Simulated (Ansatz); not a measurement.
# How fast states decay through Na2H2SO, part 2 of 3

Wanted: the relaxed cell of Na2H2SO, its band edges and its decay constants. It is built by putting S for part of the O in the NaHO structure of space group P2_1/m, with the volume rescaled by atomic radii. The parent structure comes from the Materials Project.

Ansatz 0.2.0; PBEsol DFT, plane waves, PAW files (the session's first sound run).

So far. Step 2 (Relaxing the new crystal): The largest force component on a free atom ends at 0.012 eV/Å.

The structure was built from a prototype and need not be the compound's stable phase.

**3. Band edges**

The energy window and the wavevectors of the next steps follow from the band edges, so these are searched first, off the mesh as well.

Contents of input.yaml:

```yaml
crystal:
  lattice:
    - [3.5920282205, 0.0, 0.2144435778]
    - [0.0, 3.930841271, 0.0]
    - [-1.3117678816, 0.0, 5.8782059486]
  atoms:
    - { symbol: Na, position: [0.6236000342, 0.25, 0.7662104321] }
    - { symbol: Na, position: [0.2162126739, 0.75, 0.1384296143] }
    - { symbol: H, position: [1.1118825204, 0.25, 0.3960606034] }
    - { symbol: H, position: [0.0668800213, 0.75, 0.6328648602] }
    - { symbol: O, position: [0.2334820826, 0.75, 0.7772496034] }
    - { symbol: S, position: [0.7479426676, 0.25, 0.2891848865] }
kpoints:
  mp_grid: { grid: [8, 6, 4] }
  band_path: { path: [VBM, CBM], npoints: 30 }
scf:
  occupations: { method: fixed }
hamiltonian:
  xc: pbesol
output:
  eigenvalues: true
  write_potential: true
  write_density: true
  volumetric_format: npy
```

Launch:

```
$ ansatz run input.yaml --threads 2 --pin off --max-ram 4096MiB --backend cpu --events-out ev --progress --plain --runs-dir out
```

Numbers of over 12 decimals in the logs are rounded to 6 here.

The log of the run:

```text
[...]
Crystal: 6 atoms, lattice volume = 84.104 Å³
Basis set: ecut = 420 eV, 1613 PW (Γ)
Bands: 22, of which v1, the nominal top of the filled ones, is band 16 counted from 1 (15 counted from 0)
Symmetry: 2 space group operations
[...]
k-points: 72 of 192 (time reversal used)
[...]
SCF iter   1: F=—  HF=-4432.085645 eV  |F-HF|=—  |Δ(HF+E_count)|=         —  Δρ=6.74e-3  dr2=3.31e-2  ethr=1.77e-3  ⟨swp⟩=4.8  Hψ=6580  notcnv=0  defer=285
[...]
SCF iter   7: F=-4432.075806 eV  HF=-4432.075806 eV  |F-HF|=3.30e-8  |Δ(HF+E_count)|=   3.24e-7  Δρ=7.71e-6  dr2=3.23e-8  ethr=3.13e-10  ⟨swp⟩=8.1  Hψ=6571  notcnv=0
SCF 1 converged in 7 iterations: F = -4432.075806 eV  dr2 = 3.23e-8
[...]
NSCF: frozen V_eff on 80 k-points
[...]
SCF converged after 7 iterations
Free energy (F): -4432.075806 eV
[...]
Internal energy: -4432.075806 eV  (E = F + TS)
E sigma→0 (E₀):  -4432.075806 eV
Fermi energy:    2.056483 eV
[...]
--- Band table (eV; the first three rows and the last of 72) ---
  k-point 0: bands = [... 12 lower, 1.1256, 1.2093, 1.7245, 1.8425, 4.9448, 6.4989, 7.9218, 10.7567, ... 2 higher]
  k-point 1: bands = [... 12 lower, 1.0554, 1.2673, 1.6271, 1.7674, 5.5055, 6.5860, 7.9701, 10.1178, ... 2 higher]
  k-point 2: bands = [... 12 lower, 0.9835, 1.3506, 1.5655, 1.6680, 6.0604, 7.0041, 7.6637, 9.5831, ... 2 higher]
  k-point 71: bands = [... 12 lower, 0.5287, 0.7863, 0.9192, 1.0711, 7.0523, 7.3388, 9.2257, 10.3410, ... 2 higher]
```

The job ended after 8 s (2 threads of Intel Xeon 6975P-C (Granite Rapids), shared host; peak memory 0.48 GiB).

This step gave:

| Property | Result |
| --- | --- |
| free energy | -4432.0758 eV |
| Fermi energy | 2.056 eV |
| gap on the k-mesh | 2.888 eV |
| gap on path | 2.888 eV, by band count; negative where bands overlap |
| direct gap on path | 3.102 eV |
| edge places on path | 0, 1.100 1/A along the path |

The electronic bands at the labelled points (eV, zero at the Fermi level (highest filled level under fixed occupations); v1 is the highest filled band, c1 the lowest empty one):

```csv
point,v4,v3,v2,v1,c1,c2,c3,c4
VBM,-1.72,-0.74,-0.65,0.00,3.85,5.86,7.85,8.33
halfway,-1.77,-0.67,-0.61,-0.21,4.64,5.53,6.46,7.96
CBM,-0.93,-0.85,-0.33,-0.21,2.89,4.44,5.87,8.70
```

The electronic bands as a text plot (rows in eV, shown from -5.7 to 7.9 only; labels by their first letter):

```
    7.6 |++++++++++++++                   ++
    7.0 |              ++++++
    6.5 |                    ++++++++++++++++++++
    5.9 |+++++++++++++++++++++++++               ++++++++++++++++
    5.3 |                         +++++++++++++++++
    4.8 |                  +++++++++++++           +++++++++++
    4.2 |     +++++++++++++             +++++                 +++
    3.6 |+++++                               ++++++++
    3.1 |                                            ++++++++++++
    2.5 |
    1.9 |
    1.4 |
    0.8 |
    0.2 |**********
   -0.3 |          **********************************************
   -0.9 |********************************************************
   -1.5 |********                     *****************
   -2.0 |        *********************
   -2.6 |
   -3.2 |                                                ********
   -3.7 |                                    ************
   -4.3 |**************************************
   -4.9 |                    *********         ******************
   -5.4 |********************
         V                                                      C
```

The searched edges give 2.89 eV, as on the mesh.

**4. Decaying states in the gap, plane (100), k-mesh 6×4×6**

This step: PBEsol DFT, plane waves, PAW files; complex bands by layer matching along the plane's normal (Ansatz 0.2.0).

The same crystal is laid in a cell whose first two vectors span the (100) plane (indices of the standard conventional cell, whose axes can be ordered otherwise than in the bulk input). At fixed energy and wavevector in the plane the solver finds all kz, real and complex. A few wavevectors are listed, (0, 0), (0, -0.5) and (0.5, 0) in units of the plane's reciprocal vectors; the slowest state needn't be among them.

Contents of input.yaml:

```yaml
crystal:
  lattice:
    - [3.930841271, 0.0, 0.0]
    - [0.0, 6.022793384, 0.0]
    - [0.0, -0.57305033, 3.552501387]
  atoms:
    - { symbol: Na, position: [0.25, 0.7662104321, 0.6236000342] }
    - { symbol: Na, position: [0.75, 0.1384296143, 0.2162126739] }
    - { symbol: H, position: [0.25, 0.3960606034, 0.1118825204] }
    - { symbol: H, position: [0.75, 0.6328648602, 0.0668800213] }
    - { symbol: O, position: [0.75, 0.7772496034, 0.2334820826] }
    - { symbol: S, position: [0.25, 0.2891848865, 0.7479426676] }
kpoints:
  mp_grid: { grid: [6, 4, 6] }
scf:
  occupations: { method: fixed }
hamiltonian:
  xc: pbesol
output:
  eigenvalues: true
  transmission:
    leads: [[0, 0]]
    kpoints: [[0.0, 0.0], [0.0, -0.5], [0.5, 0.0]]
    e_range: [-1.0, 3.89]
    de: 0.08
```

The log of the run:

```text
[...]
Crystal: 6 atoms, lattice volume = 84.104 Å³
Basis set: ecut = 420 eV, 1613 PW (Γ)
Bands: 22, of which v1, the nominal top of the filled ones, is band 16 counted from 1 (15 counted from 0)
Symmetry: 2 space group operations
[...]
k-points: 56 of 144 (time reversal used)
[...]
SCF iter   1: F=—  HF=-4432.085780 eV  |F-HF|=—  |Δ(HF+E_count)|=         —  Δρ=6.75e-3  dr2=3.32e-2  ethr=1.77e-3  ⟨swp⟩=4.9  Hψ=5121  notcnv=0  defer=221
[...]
SCF iter   7: F=-4432.075266 eV  HF=-4432.075266 eV  |F-HF|=3.23e-8  |Δ(HF+E_count)|=   3.07e-7  Δρ=7.47e-6  dr2=3.04e-8  ethr=3.13e-10  ⟨swp⟩=8.1  Hψ=5111  notcnv=0
SCF 1 converged in 7 iterations: F = -4432.075266 eV  dr2 = 3.04e-8
[...]
transmission: 5 of 15 steps passed
transmission: 10 of 15 steps passed
transmission: 15 of 15 steps passed
SCF converged after 7 iterations
Free energy (F): -4432.075266 eV
[...]
Internal energy: -4432.075266 eV  (E = F + TS)
E sigma→0 (E₀):  -4432.075266 eV
Fermi energy:    2.056866 eV
[...]
--- Band table (eV; the first three rows and the last of 56) ---
  k-point 0: bands = [... 12 lower, 1.1260, 1.2093, 1.7245, 1.8427, 4.9449, 6.4991, 7.9218, 10.7568, ... 2 higher]
  k-point 1: bands = [... 12 lower, 0.7539, 1.2681, 1.4536, 1.8782, 5.6085, 7.3104, 8.2591, 10.0039, ... 2 higher]
  k-point 2: bands = [... 12 lower, 0.5910, 1.0510, 1.3821, 1.9652, 6.7853, 7.1769, 8.9270, 10.3358, ... 2 higher]
  k-point 55: bands = [... 12 lower, 0.5290, 0.7864, 0.9192, 1.0713, 7.0524, 7.3388, 9.2258, 10.3411, ... 2 higher]
--- Transmission ---
  basis      : 205 plane waves across, 5 finite elements along
  points     : 3, as listed
  energies   : 62 from -1.000000 to 3.880000 eV about the Fermi level, 0.080000 eV apart; the leads are filled to 1.444031 eV, and channels, transmission and decay are at 1.480000 eV
  crystal 0  : S1H2Na2O1, at the sites [0, 0], period 3.5525 Å: whole cells are its period
    offset         : up to 0.0000 Å between an atom of the period and one for which it stands
    channels       : 0.000000e0 a spin
    conductance    : none, the energies end too early or step too widely for 300 K: set another output.transmission.e_range or a lower de, or, where they end at an eighth of basis.ecutwfc, a higher one
    slowest decay  : 0.2658 /Å at (0.0000, 0.0000)
```

Elapsed: 18 s, on 2 threads; peak memory 0.67 GiB.

This step gave:

| Quantity | Value |
| --- | --- |
| free energy | -4432.0753 eV |
| Fermi energy | 2.057 eV |
| level to which the leads are filled | 1.444 eV from the Fermi level |
| decay constant at the filling level, zone centre | 0.2658 Å⁻¹ |
| decay constant at the filling level, slowest listed point | 0.2658 Å⁻¹ |

K parallel (0, 0); values up to 1.5 1/Å, a degenerate pair printed once or twice; energies at which all values exceed this have no row. The Im kz of the slowest decaying states by energy, zero at the highest filled level on the SCF mesh:

```csv
energy (eV),decay 1 (Å⁻¹),decay 2 (Å⁻¹),decay 3 (Å⁻¹),decay 4 (Å⁻¹)
-1.0000,0.412,0.582,0.921,1.14
-0.7600,0.144,0.578,0.975,1.00
-0.5200,0.207,0.379,0.582,0.793
-0.2800,0.110,0.251,0.385,0.586
-0.0400,0.217,0.300,0.588,0.874
0.2800,0.254,0.359,0.499,0.586
0.5200,0.265,0.389,0.582,0.584
0.7600,0.271,0.407,0.576,0.636
1.0000,0.273,0.418,0.568,0.671
1.2400,0.271,0.422,0.558,0.696
1.4800,0.266,0.420,0.546,0.715
1.7200,0.256,0.413,0.532,0.727
1.9600,0.242,0.401,0.516,0.736
2.2800,0.212,0.378,0.492,0.743
2.5200,0.175,0.356,0.471,0.745
2.7600,0.110,0.333,0.447,0.745
3.0000,0.307,0.420,0.743,0.870
3.2400,0.281,0.390,0.739,0.837
3.4800,0.252,0.355,0.733,0.801
3.7200,0.221,0.313,0.726,0.763
```

K parallel (0, -0.5); values up to 1.5 1/Å, a degenerate pair printed once or twice; energies at which all values exceed this have no row. The Im kz of the slowest decaying states by energy, zero at the highest filled level on the SCF mesh:

```csv
energy (eV),decay 1 (Å⁻¹),decay 2 (Å⁻¹),decay 3 (Å⁻¹),decay 4 (Å⁻¹)
-1.00,0.0739,0.309,0.732,0.766
-0.84,0.120,0.221,0.606,0.999
-0.60,0.132,0.289,0.391,0.437
-0.44,0.129,0.207,0.348,0.728
-0.20,0.254,0.394,0.898,1.02
-0.04,0.293,0.413,0.964,1.03
0.20,0.333,0.353,0.433,1.03
0.36,0.351,0.441,0.445,1.03
0.60,0.316,0.428,0.448,0.532
0.76,0.311,0.451,0.455,0.572
0.92,0.308,0.451,0.475,0.604
1.16,0.304,0.448,0.497,0.640
1.32,0.300,0.445,0.508,0.658
1.56,0.295,0.436,0.521,0.680
1.72,0.290,0.429,0.527,0.691
1.96,0.282,0.415,0.533,0.703
2.12,0.275,0.404,0.535,0.709
2.28,0.268,0.391,0.536,0.714
2.52,0.254,0.369,0.534,0.718
2.68,0.244,0.352,0.531,0.720
2.92,0.226,0.321,0.525,0.720
3.08,0.212,0.297,0.519,0.719
3.32,0.187,0.253,0.507,0.716
3.48,0.166,0.215,0.497,0.713
3.72,0.125,0.132,0.478,0.707
3.88,0.0837,0.462,0.702,0.847
```

K parallel (0.5, 0); values up to 1.5 1/Å, a degenerate pair printed once or twice; energies at which all values exceed this have no row. Im kz of the slowest decaying states against energy, zero at the highest filled level on the SCF mesh:

```csv
energy (eV),decay 1 (Å⁻¹),decay 2 (Å⁻¹),decay 3 (Å⁻¹),decay 4 (Å⁻¹)
-1.00,0.285,0.441,0.962,-
-0.76,0.109,0.376,0.539,0.978
-0.52,0.141,0.307,0.422,0.602
-0.28,0.205,0.228,0.390,0.454
-0.04,0.241,0.349,0.440,0.476
0.20,0.264,0.419,0.472,0.492
0.44,0.280,0.467,0.493,0.502
0.68,0.290,0.502,0.506,0.509
0.92,0.297,0.512,0.513,0.529
1.16,0.301,0.512,0.515,0.550
1.40,0.302,0.510,0.514,0.566
1.72,0.301,0.502,0.506,0.581
1.96,0.297,0.494,0.497,0.589
2.20,0.291,0.483,0.486,0.594
2.44,0.283,0.470,0.471,0.597
2.68,0.272,0.453,0.455,0.598
2.92,0.260,0.433,0.437,0.598
3.16,0.244,0.409,0.416,0.595
3.40,0.225,0.381,0.392,0.590
3.64,0.201,0.349,0.365,0.584
3.88,0.171,0.310,0.333,0.576
```

At the listed wavevectors the last open channel is at -0.04 eV and the next at +2.92 eV on the grid. At +1.48 eV, the grid energy nearest the filling level (the middle of the gap on the SCF mesh), the slowest state at the listed wavevectors decays with κ = 0.266 Å⁻¹, its amplitude falling by e over 3.8 Å. Through 1 nm of this crystal that state's transmission falls by exp(−2 × 0.266 Å⁻¹ × 10 Å) = 0.0049.

**5. Complex bands, plane (001), k-mesh 6×6×4**

The same for the (001) plane, at (0, 0), (-0.5, 0) and (0.5, 0) (two of them one point), to see how the decay depends on direction.

Contents of input.yaml:

```yaml
crystal:
  lattice:
    - [3.598423653, 0.0, 0.0]
    - [0.0, 3.930841271, 0.0]
    - [-0.959132128, 0.0, 5.945931862]
  atoms:
    - { symbol: Na, position: [0.6236000342, 0.25, 0.7662104321] }
    - { symbol: Na, position: [0.2162126739, 0.75, 0.1384296143] }
    - { symbol: H, position: [0.1118825204, 0.25, 0.3960606034] }
    - { symbol: H, position: [0.0668800213, 0.75, 0.6328648602] }
    - { symbol: O, position: [0.2334820826, 0.75, 0.7772496034] }
    - { symbol: S, position: [0.7479426676, 0.25, 0.2891848865] }
kpoints:
  mp_grid: { grid: [6, 6, 4] }
scf:
  occupations: { method: fixed }
hamiltonian:
  xc: pbesol
output:
  eigenvalues: true
  transmission:
    leads: [[0, 0]]
    kpoints: [[0.0, 0.0], [-0.5, 0.0], [0.5, 0.0]]
    e_range: [-1.0, 3.89]
    de: 0.12
```

The log of the run:

```text
[...]
Crystal: 6 atoms, lattice volume = 84.104 Å³
Basis set: ecut = 420 eV, 1613 PW (Γ)
Bands: 22, of which v1, the nominal top of the filled ones, is band 16 counted from 1 (15 counted from 0)
Symmetry: 2 space group operations
[...]
k-points: 56 of 144 (time reversal used)
[...]
SCF iter   1: F=—  HF=-4432.085484 eV  |F-HF|=—  |Δ(HF+E_count)|=         —  Δρ=6.74e-3  dr2=3.31e-2  ethr=1.77e-3  ⟨swp⟩=4.9  Hψ=5124  notcnv=0  defer=222
[...]
SCF iter   7: F=-4432.075266 eV  HF=-4432.075266 eV  |F-HF|=3.28e-8  |Δ(HF+E_count)|=   3.18e-7  Δρ=7.75e-6  dr2=3.23e-8  ethr=3.13e-10  ⟨swp⟩=8.1  Hψ=5143  notcnv=0
SCF 1 converged in 7 iterations: F = -4432.075266 eV  dr2 = 3.23e-8
[...]
transmission: 8 of 24 steps passed
transmission: 16 of 24 steps passed
transmission: 24 of 24 steps passed
SCF converged after 7 iterations
Free energy (F): -4432.075266 eV
[...]
Internal energy: -4432.075266 eV  (E = F + TS)
E sigma→0 (E₀):  -4432.075266 eV
Fermi energy:    2.056862 eV
[...]
--- Band table (eV; the first three rows and the last of 56) ---
  k-point 0: bands = [... 12 lower, 1.1260, 1.2093, 1.7245, 1.8427, 4.9449, 6.4991, 7.9218, 10.7568, ... 2 higher]
  k-point 1: bands = [... 12 lower, 1.0558, 1.2674, 1.6271, 1.7677, 5.5057, 6.5862, 7.9702, 10.1180, ... 2 higher]
  k-point 2: bands = [... 12 lower, 0.9840, 1.3506, 1.5654, 1.6683, 6.0607, 7.0042, 7.6638, 9.5831, ... 2 higher]
  k-point 55: bands = [... 12 lower, 0.5290, 0.7864, 0.9192, 1.0713, 7.0524, 7.3388, 9.2258, 10.3411, ... 2 higher]
--- Transmission ---
  basis      : 121 plane waves across, 8 finite elements along
  points     : 3, as listed
[...]
crystal 0  : H2Na2O1S1, at the sites [0, 0], period 5.9459 Å: whole cells are its period
[...]
channels       : 0.000000e0 a spin
[...]
slowest decay  : 0.3190 /Å at (0.0000, 0.0000)
```

It took 5.6 s on 2 threads; peak memory 0.47 GiB; 11 s of CPU time.

This step gave:

- decay constant at the filling level, zone centre: 0.3190 Å⁻¹
- decay constant at the filling level, slowest listed point: 0.319 Å⁻¹

K parallel (0, 0); values up to 1.5 1/Å, a degenerate pair printed once or twice; energies at which all values exceed this have no row. Table of Im kz of the slowest decaying states by energy, zero at the highest filled level on the SCF mesh:

```csv
energy (eV),decay 1 (Å⁻¹),decay 2 (Å⁻¹),decay 3 (Å⁻¹),decay 4 (Å⁻¹)
-1.00,0.382,0.869,0.970,1.19
-0.64,0.158,0.467,0.553,1.08
-0.28,0.146,0.815,1.09,-
-0.04,0.268,0.348,0.854,1.09
0.08,0.292,0.432,0.863,1.09
0.32,0.319,0.540,0.871,1.09
0.68,0.335,0.638,0.872,1.09
1.04,0.333,0.701,0.864,1.08
1.40,0.319,0.744,0.851,1.06
1.76,0.294,0.774,0.834,1.04
2.12,0.255,0.795,0.814,1.02
2.48,0.194,0.791,0.809,0.992
2.72,0.129,0.774,0.816,0.971
3.08,0.745,0.822,0.935,-
3.44,0.712,0.824,0.890,-
3.80,0.674,0.822,0.831,-
```

K parallel (-0.5, 0); values up to 1.5 1/Å, a degenerate pair printed once or twice; energies at which all values exceed this have no row. Im kz of the slowest decaying states against energy, zero at the highest filled level on the SCF mesh:

```csv
energy (eV),decay 1 (Å⁻¹),decay 2 (Å⁻¹),decay 3 (Å⁻¹),decay 4 (Å⁻¹)
-1.00,0.615,0.775,1.29,-
-0.76,0.527,0.620,1.27,-
-0.64,0.195,0.621,1.26,-
-0.40,0.343,0.493,0.618,1.24
-0.28,0.392,0.488,0.614,1.23
-0.04,0.0742,0.476,0.599,1.21
0.20,0.559,0.561,1.19,-
0.32,0.571,0.644,1.18,-
0.56,0.585,0.750,1.16,-
0.68,0.591,0.787,1.15,-
0.92,0.599,0.842,1.13,-
1.16,0.603,0.881,1.11,-
1.28,0.604,0.897,1.10,-
1.52,0.603,0.922,1.08,-
1.64,0.601,0.932,1.07,-
1.88,0.596,0.948,1.05,-
2.12,0.587,0.960,1.03,1.49
2.24,0.581,0.582,0.964,1.02
2.48,0.513,0.622,0.970,0.998
2.60,0.491,0.628,0.972,0.988
2.84,0.445,0.633,0.967,0.974
3.08,0.395,0.633,0.947,0.974
3.20,0.366,0.631,0.936,0.973
3.44,0.298,0.625,0.916,0.970
3.56,0.254,0.620,0.905,0.968
3.80,0.113,0.608,0.884,0.962
```

K parallel (0.5, 0); values up to 1.5 1/Å, a degenerate pair printed once or twice; energies at which all values exceed this have no row. The Im kz of the slowest decaying states by energy, zero at the highest filled level on the SCF mesh:

```csv
energy (eV),decay 1 (Å⁻¹),decay 2 (Å⁻¹),decay 3 (Å⁻¹),decay 4 (Å⁻¹)
-1.00,0.615,0.775,1.29,-
-0.76,0.527,0.620,1.27,-
-0.64,0.195,0.621,1.26,-
-0.40,0.343,0.493,0.618,1.24
-0.28,0.392,0.488,0.614,1.23
-0.04,0.0742,0.476,0.599,1.21
0.20,0.559,0.561,1.19,-
0.32,0.571,0.644,1.18,-
0.56,0.585,0.750,1.16,-
0.68,0.591,0.787,1.15,-
0.92,0.599,0.842,1.13,-
1.16,0.603,0.881,1.11,-
1.28,0.604,0.897,1.10,-
1.52,0.603,0.922,1.08,-
1.64,0.601,0.932,1.07,-
1.88,0.596,0.948,1.05,-
2.12,0.587,0.960,1.03,1.49
2.24,0.581,0.582,0.964,1.02
2.48,0.513,0.622,0.970,0.998
2.60,0.491,0.628,0.972,0.988
2.84,0.445,0.633,0.967,0.974
3.08,0.395,0.633,0.947,0.974
3.20,0.366,0.631,0.936,0.973
3.44,0.298,0.625,0.916,0.970
3.56,0.254,0.620,0.905,0.968
3.80,0.113,0.608,0.884,0.962
```

At the listed wavevectors the last open channel is at -0.28 eV and the next at +2.96 eV on the grid, wider than the gap, since narrow bands can fall between grid energies. At +1.40 eV, the grid energy nearest the filling level (the middle of the gap on the SCF mesh), the slowest state at the listed wavevectors decays with κ = 0.319 Å⁻¹, its amplitude falling by e over 3.1 Å; the first such run, plane (100), gave 0.266 Å⁻¹.

(Continued in part 3 of 3.)

[Logs are printed without paths, hosts, clocks, repeated set-up lines and the standing remarks that a program may print on its own settings, such as how far it seeks lower states.]

[Hosts, paths, dates, database ids (printed as entryN), source tags and the programs' standing remarks are cut or masked in the printed files.]
